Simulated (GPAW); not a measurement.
## A GW chain in GPAW: Te3As2 (Kalgoorlieite)

Wanted: ground state, empty states, screening and self-energy for Te3As2 (Kalgoorlieite).

Calculated with GPAW 26.7.0; LDA and many-body steps on it, plane waves.

**Experimental background.**

- Gap 0.46 eV: band gap, earlier experiment; bulk crystal (quoted in “Nonlinear optical properties of arsenic telluride and its use in ultrafast fiber lasers”, 2020, pmc:7498598).

This is a report of a sequence of runs, with most program output left out.

### 1. The starting structure

The structure is monoclinic, space group C2/m (No. 12). Conventional cell: a = 14.357 Å, b = 4.020 Å, c = 9.899 Å, α = 90.00°, β = 95.11°, γ = 90.00°. Nearest to Te lie 3 As at 2.74 to 2.99 Å. Nearest to Te lie 3 As at 2.65 to 2.95 Å. Te has 3 As at 2.76 to 2.82 Å nearest. Nearest to As lie 6 Te at 2.76 to 2.99 Å. Nearest to As lie 3 Te at 2.65 to 2.74 Å. Farther neighbours and most contacts between anions are not listed.

Structure file:

```
Te As
1.0
     7.17865   -2.00995    0.00000
     7.17865    2.00995    0.00000
    -0.88117    0.00000    9.85970
Te As
6 4
Direct
  0.02890 0.02890 0.28680
  0.97110 0.97110 0.71320
  0.77770 0.77770 0.33900
  0.22230 0.22230 0.66100
  0.37440 0.37440 0.03550
  0.62560 0.62560 0.96450
  0.20260 0.20260 0.14080
  0.79740 0.79740 0.85920
  0.61330 0.61330 0.44060
  0.38670 0.38670 0.55940
```

The cell and positions come from the Crystallography Open Database and are kept as given unless a step says otherwise. Spin-orbit coupling is left out unless a step names it.

### 2. Ground state

This step: GPAW 26.7.0; DFT, LDA, plane waves, PAW.

The ground-state density comes first.

Contents of run.py:

```python
import json
import numpy as np
from gpaw.mpi import world
from ase import Atoms
from gpaw import GPAW, PW, FermiDirac

atoms = Atoms(['Te', 'Te', 'Te', 'Te', 'Te', 'Te', 'As', 'As', 'As', 'As'],
    cell=[[7.1786500000, -2.0099500000, 0.0000000000],
      [7.1786500000, 2.0099500000, 0.0000000000],
      [-0.8811692412, 0.0000000000, 9.8597029250]],
    scaled_positions=[[0.0289000000, 0.0289000000, 0.2868000000],
      [0.9711000000, 0.9711000000, 0.7132000000],
      [0.7777000000, 0.7777000000, 0.3390000000],
      [0.2223000000, 0.2223000000, 0.6610000000],
      [0.3744000000, 0.3744000000, 0.0355000000],
      [0.6256000000, 0.6256000000, 0.9645000000],
      [0.2026000000, 0.2026000000, 0.1408000000],
      [0.7974000000, 0.7974000000, 0.8592000000],
      [0.6133000000, 0.6133000000, 0.4406000000],
      [0.3867000000, 0.3867000000, 0.5594000000]],
    pbc=(True, True, True))
calc = GPAW(mode=PW(450),
    xc='LDA',
    kpts={'size': (6, 6, 4), 'gamma': True},
    occupations=FermiDirac(0.001),
    nbands=-11,
    convergence={'density': 1e-6, 'bands': -3},
    maxiter=100,
    txt='gs.txt')
atoms.calc = calc
res = {'energy': atoms.get_potential_energy()}
kpts = calc.get_ibz_k_points()
res['kpts'] = kpts
res['eigenvalues'] = [calc.get_eigenvalues(kpt=k) for k in range(len(kpts))]
res['n_electrons'] = calc.get_number_of_electrons()
calc.write('gs.gpw')

if world.rank == 0:
    with open('result.json', 'w') as f:
        json.dump(res, f, default=lambda x: x.tolist())
```

Launch:

```sh
$ mpirun -n 8 gpaw python run.py
```

Run time: 3 min. Hardware: 8 MPI ranks of Arm Neoverse V1, shared host; peak memory 2.4 GiB; 18 min of CPU time.

Numbers from this step:

```yaml
total_energy: -44.83 eV
gap: 0.4141 eV
k_of_the_valence_top: 0.5, 0.3333, 0
k_of_the_conduction_bottom: 0.5, 0.5, 0.5
least_direct_gap: 0.5271 eV
```

The gap is indirect, with the least direct gap 0.11 eV higher.

### 3. Bands along the symmetry lines

The cheap functional maps the bands first; the places of the edges decide which points the dearer methods must see.

Contents of run.py:

```python
import json
import numpy as np
from gpaw.mpi import world
from gpaw import GPAW

path = [[0.000000, 0.000000, 0.000000],
    [-0.033719, 0.033719, 0.000000],
    [-0.067439, 0.067439, 0.000000],
    [-0.101158, 0.101158, 0.000000],
    [-0.134878, 0.134878, 0.000000],
    [-0.168597, 0.168597, 0.000000],
    [-0.202316, 0.202316, 0.000000],
    [-0.236036, 0.236036, 0.000000],
    [-0.269755, 0.269755, -0.000000],
    [-0.730245, -0.269755, 0.000000],
    [-0.701464, -0.298536, 0.000000],
    [-0.672684, -0.327316, 0.000000],
    [-0.643903, -0.356097, 0.000000],
    [-0.615122, -0.384878, 0.000000],
    [-0.586342, -0.413658, 0.000000],
    [-0.557561, -0.442439, 0.000000],
    [-0.528781, -0.471219, 0.000000],
    [-0.500000, -0.500000, 0.000000],
    [-0.437500, -0.437500, 0.000000],
    [-0.375000, -0.375000, 0.000000],
    [-0.312500, -0.312500, 0.000000],
    [-0.250000, -0.250000, 0.000000],
    [-0.187500, -0.187500, 0.000000],
    [-0.125000, -0.125000, 0.000000],
    [-0.062500, -0.062500, 0.000000],
    [0.000000, 0.000000, 0.000000],
    [-0.062500, -0.062500, 0.062500],
    [-0.125000, -0.125000, 0.125000],
    [-0.187500, -0.187500, 0.187500],
    [-0.250000, -0.250000, 0.250000],
    [-0.312500, -0.312500, 0.312500],
    [-0.375000, -0.375000, 0.375000],
    [-0.437500, -0.437500, 0.437500],
    [-0.500000, -0.500000, 0.500000],
    [-0.529099, -0.470901, 0.500000],
    [-0.558199, -0.441801, 0.500000],
    [-0.587298, -0.412702, 0.500000],
    [-0.616398, -0.383602, 0.500000],
    [-0.645497, -0.354503, 0.500000],
    [-0.674597, -0.325403, 0.500000],
    [-0.703696, -0.296304, 0.500000],
    [-0.732795, -0.267205, 0.500000],
    [-0.267205, 0.267205, 0.500000],
    [-0.233804, 0.233804, 0.500000],
    [-0.200403, 0.200403, 0.500000],
    [-0.167003, 0.167003, 0.500000],
    [-0.133602, 0.133602, 0.500000],
    [-0.100202, 0.100202, 0.500000],
    [-0.066801, 0.066801, 0.500000],
    [-0.033401, 0.033401, 0.500000],
    [0.000000, 0.000000, 0.500000],
    [0.000000, 0.000000, 0.437500],
    [0.000000, 0.000000, 0.375000],
    [0.000000, 0.000000, 0.312500],
    [0.000000, 0.000000, 0.250000],
    [0.000000, 0.000000, 0.187500],
    [0.000000, 0.000000, 0.125000],
    [0.000000, 0.000000, 0.062500],
    [0.000000, 0.000000, 0.000000],
    [-0.500000, 0.000000, 0.500000],
    [-0.437500, 0.000000, 0.437500],
    [-0.375000, 0.000000, 0.375000],
    [-0.312500, 0.000000, 0.312500],
    [-0.250000, 0.000000, 0.250000],
    [-0.187500, 0.000000, 0.187500],
    [-0.125000, 0.000000, 0.125000],
    [-0.062500, 0.000000, 0.062500],
    [0.000000, 0.000000, 0.000000],
    [-0.062500, 0.000000, 0.000000],
    [-0.125000, 0.000000, 0.000000],
    [-0.187500, 0.000000, 0.000000],
    [-0.250000, 0.000000, 0.000000],
    [-0.312500, 0.000000, 0.000000],
    [-0.375000, 0.000000, 0.000000],
    [-0.437500, 0.000000, 0.000000],
    [-0.500000, 0.000000, -0.000000]]
calc = GPAW('gs.gpw').fixed_density(kpts=path,
    symmetry='off',
    nbands=38,
    convergence={'bands': 34},
    txt='bands.txt')
res = {}
kpts = calc.get_ibz_k_points()
res['kpts'] = kpts
res['eigenvalues'] = [calc.get_eigenvalues(kpt=k) for k in range(len(kpts))]
res['n_electrons'] = calc.get_number_of_electrons()

if world.rank == 0:
    with open('result.json', 'w') as f:
        json.dump(res, f, default=lambda x: x.tolist())
```

Launch:

```sh
$ mpirun -n 8 gpaw python run.py
```

The job ended after 2.9 min (8 MPI ranks; peak memory 2.7 GiB).

Numbers from this step:

* gap: 0.3764 eV
* k of the valence top: 0, 0, 0.3125
* k of the conduction bottom: -0.5, -0.5, 0.5
* least direct gap: 0.4107 eV

The gap is 0.376 eV, −0.038 eV from the run before at this level.

Electronic bands along the path, in eV, zero at the top of the highest filled band:

| point | band 25 | band 26 | band 27 | band 28 | band 29 | band 30 | band 31 | band 32 |
| --- | --- | --- | --- | --- | --- | --- | --- | --- |
| Γ | -0.65 | -0.61 | -0.44 | -0.43 | 1.04 | 1.30 | 1.60 | 1.81 |
| halfway | -0.63 | -0.43 | -0.38 | -0.33 | 1.02 | 1.21 | 1.44 | 1.61 |
| C | -1.44 | -1.21 | -1.09 | -0.32 | 0.69 | 1.54 | 1.78 | 2.05 |
| jump to C2 | -1.44 | -1.21 | -1.09 | -0.32 | 0.69 | 1.54 | 1.78 | 2.05 |
| halfway | -0.94 | -0.91 | -0.71 | -0.21 | 0.65 | 1.25 | 1.33 | 1.73 |
| Y2 | -0.91 | -0.90 | -0.68 | -0.54 | 0.42 | 0.70 | 1.60 | 1.66 |
| halfway | -0.85 | -0.73 | -0.43 | -0.16 | 0.60 | 1.35 | 1.50 | 1.56 |
| Γ | -0.65 | -0.61 | -0.44 | -0.43 | 1.04 | 1.30 | 1.60 | 1.81 |
| halfway | -0.67 | -0.51 | -0.50 | -0.46 | 0.65 | 0.90 | 0.94 | 1.23 |
| M2 | -0.61 | -0.34 | -0.26 | -0.15 | 0.38 | 0.46 | 0.92 | 1.49 |
| halfway | -1.15 | -1.10 | -0.62 | -0.55 | 1.09 | 1.35 | 1.88 | 1.91 |
| D | -1.18 | -0.99 | -0.66 | -0.64 | 1.00 | 1.00 | 1.37 | 1.67 |
| jump to D2 | -1.18 | -0.99 | -0.66 | -0.64 | 1.00 | 1.00 | 1.37 | 1.67 |
| halfway | -0.60 | -0.56 | -0.32 | -0.25 | 1.01 | 1.40 | 1.81 | 1.95 |
| A | -0.54 | -0.34 | -0.22 | -0.20 | 0.73 | 0.80 | 1.17 | 1.32 |
| halfway | -0.65 | -0.34 | -0.31 | -0.06 | 0.49 | 1.28 | 1.30 | 1.58 |
| Γ | -0.65 | -0.61 | -0.44 | -0.43 | 1.04 | 1.30 | 1.60 | 1.81 |
| jump to L2 | -1.21 | -0.84 | -0.82 | -0.38 | 0.84 | 0.90 | 1.37 | 1.76 |
| halfway | -0.86 | -0.59 | -0.54 | -0.37 | 1.13 | 1.43 | 1.62 | 1.68 |
| Γ | -0.65 | -0.61 | -0.44 | -0.43 | 1.04 | 1.30 | 1.60 | 1.81 |
| halfway | -0.81 | -0.62 | -0.45 | -0.26 | 1.05 | 1.34 | 1.34 | 1.53 |
| V2 | -1.23 | -1.17 | -0.80 | -0.79 | 0.97 | 1.46 | 1.48 | 2.03 |

### 4. Empty states on the mesh, 4×4×2 mesh, 472 bands

The sums over transitions need many empty states on a uniform mesh; this step solves for them.

Contents of run.py:

```python
import json
import numpy as np
from gpaw.mpi import world
from gpaw import GPAW

calc = GPAW('gs.gpw').fixed_density(kpts={'size': (4, 4, 2), 'gamma': True},
    parallel={'domain': 1, 'band': 1},
    txt='nscf.txt')
calc.diagonalize_full_hamiltonian(nbands=472)
calc.write('full.gpw', mode='all')
res = {}
kpts = calc.get_ibz_k_points()
res['kpts'] = kpts
res['eigenvalues'] = [calc.get_eigenvalues(kpt=k) for k in range(len(kpts))]
res['n_electrons'] = calc.get_number_of_electrons()

if world.rank == 0:
    with open('result.json', 'w') as f:
        json.dump(res, f, default=lambda x: x.tolist())
```

Launch:

```sh
$ mpirun -n 8 gpaw python run.py
```

It took 12 min on 8 MPI ranks; peak memory 24 GiB.

Numbers from this step:

| Quantity | Value |
| --- | --- |
| gap | 0.4767 eV |
| k of the valence top | 0.25, 0.25, 0.5 |
| k of the conduction bottom | 0.5, 0.5, 0.5 |
| least direct gap | 0.5294 eV |
| k points computed | 14 |
| lowest point of the top converged band, above the valence top | 68.0171 eV |

On this mesh the gap is 0.477 eV. The earlier step found 0.414 eV, so this mesh misses an edge.

### 5. Screening and self-energy, 4×4×2 mesh, 462 bands, screening to 80 eV

Now the one-shot GW correction: screening in the RPA, then the self-energy of the levels asked for.

This step: G0W0 on LDA, plane waves, PAW.

Contents of run.py:

```python
import json
import numpy as np
from gpaw.mpi import world
from gpaw.response.g0w0 import G0W0

gw = G0W0('full.gpw',
    filename='gw',
    kpts=[0, 7, 13],
    bands=(26, 30),
    ecut=80,
    nbands=462,
    integrate_gamma='WS',
    ppa=True)
gw.calculate()
res = {mode: {k: v for k, v in r.items() if k != 'sigma_eskwn'}
       for mode, r in gw.all_results.items()}

if world.rank == 0:
    with open('result.json', 'w') as f:
        json.dump(res, f, default=lambda x: x.tolist())
```

Launch:

```sh
$ mpirun -n 8 gpaw python run.py
```

The job ended after 29 min (8 MPI ranks; peak memory 8.4 GiB; 3.1 h of CPU time).

This step gave:

| Item | Value |
| --- | --- |
| G0W0 gap on the points computed | 0.6351 eV |
| least direct G0W0 gap on the computed points | 0.7188 eV |
| Z at the valence top | 0.7761 |
| Z at the conduction bottom | 0.7764 |
| starting gap on the mesh | 0.4767 eV |
| k of the valence top | 0.25, 0.25, 0.5 |
| k of the conduction bottom | 0.5, 0.5, 0.5 |

The gap on the mesh goes from 0.48 eV to 0.64 eV, a correction of +0.16 eV. The start differs from the 0.41 eV found before because the two sample other k points.

Limits: finite bands, cutoff and mesh; no spin-orbit coupling; coarse k mesh. v1 is the top filled band, c1 the lowest empty one. Levels before and after the correction, in eV, zero at the valence-band top of each column:

|  | conduction bottom | valence top |
| --- | --- | --- |
| Kohn-Sham | 0.48 | 0.00 |
| G0W0 | 0.64 | 0.00 |

|  | level | energy (eV) |
| --- | --- | --- |
| Kohn-Sham | (0.25 0.25 0.5) v2 | -0.122 |
| Kohn-Sham | (0.25 0.25 0.5) v1 | 0.000 |
| Kohn-Sham | (0.25 0.25 0.5) c1 | 0.601 |
| Kohn-Sham | (0.25 0.25 0.5) c2 | 0.794 |
| Kohn-Sham | (0.5 0.5 0.5) v2 | -0.157 |
| Kohn-Sham | (0.5 0.5 0.5) v1 | -0.053 |
| Kohn-Sham | (0.5 0.5 0.5) c1 | 0.477 |
| Kohn-Sham | (0.5 0.5 0.5) c2 | 0.559 |
| G0W0 | (0.25 0.25 0.5) v2 | -0.276 |
| G0W0 | (0.25 0.25 0.5) v1 | 0.000 |
| G0W0 | (0.25 0.25 0.5) c1 | 0.770 |
| G0W0 | (0.25 0.25 0.5) c2 | 0.918 |
| G0W0 | (0.5 0.5 0.5) v2 | -0.313 |
| G0W0 | (0.5 0.5 0.5) v1 | -0.084 |
| G0W0 | (0.5 0.5 0.5) c1 | 0.635 |
| G0W0 | (0.5 0.5 0.5) c2 | 0.703 |

### 6. Where the time went

Times are wall times on 8 MPI ranks of Arm Neoverse V1, shared host, good to a factor of about two.

| step | time | share | memory (GiB) |
| --- | --- | --- | --- |
| ground state | 3 min | 6 % | 2.4 |
| bands along the symmetry lines | 2.9 min | 6 % | 2.7 |
| empty states on the mesh | 12 min | 25 % | 24 |
| screening and self-energy | 29 min | 62 % | 8.4 |

### 7. Outcome

| Property | Result |
| --- | --- |
| LDA gap | 0.38 eV, indirect (only 34 meV under the direct gap) |
| G0W0 gap on the mesh | 0.64 eV |
| G0W0 gap over the zone (rigid shift) | 0.53 eV |
| GW settings | 4×4×2 mesh, 462 bands, screening to 80 eV, Godby-Needs plasmon pole |
| known limits | not at the basis limit; no spin-orbit coupling; coarse k mesh |

**Reading.** G0W0 moves the gap on the mesh from 0.48 eV to 0.64 eV (+0.16 eV), with Z of 0.78 and 0.78 at the edges. The mesh misses the band edges by 0.10 eV in all; a rigid shift gives 0.53 eV for the zone. Only 3 of the mesh's irreducible points were corrected, so a valley elsewhere could overtake. The dearest step here is «screening and self-energy». Against experiment, by G0W0@LDA: the gap of 0.53 eV lies +0.07 eV from the measured 0.46 eV (kind not stated, quoted 2020). The calculation has static nuclei and no excitons; a measured gap holds zero-point and thermal motion, which mostly lowers it. With atoms this heavy the missing spin-orbit coupling can matter too. Bands and cutoff are finite, so the gap is not at the basis limit. The miss can reach some tenths of an eV and take either sign; the mesh is an error of its own. These stock PAW sets were not made for GW; the filled d or f shell of As and Te lies in the frozen core, which bears on start and correction. In the G0W0 run levels were corrected at 3 k points alone, so a gap called «on the mesh» is the least over those, and an edge elsewhere would be missed. A denser mesh or path gives a starting gap of 0.38 eV: the GW mesh misses a band edge, so its gaps are not the fundamental one. The 4×4×2 mesh is coarse for this cell, which bears on the long-range parts of exchange and screening.

[Paths, hosts, dates, memory and timing lines, banners, echoed tables and standing remarks are left out of the program output.]

[Logs are printed without paths, hosts, clocks, repeated set-up lines and the standing remarks that a program may print on its own settings, such as how far it seeks lower states.]

[Runs of the session that timed out or met a known fault of the program may be left out.]

[Hosts, paths, dates, database ids (printed as entryN), source tags and the programs' standing remarks are cut or masked in the printed files.]
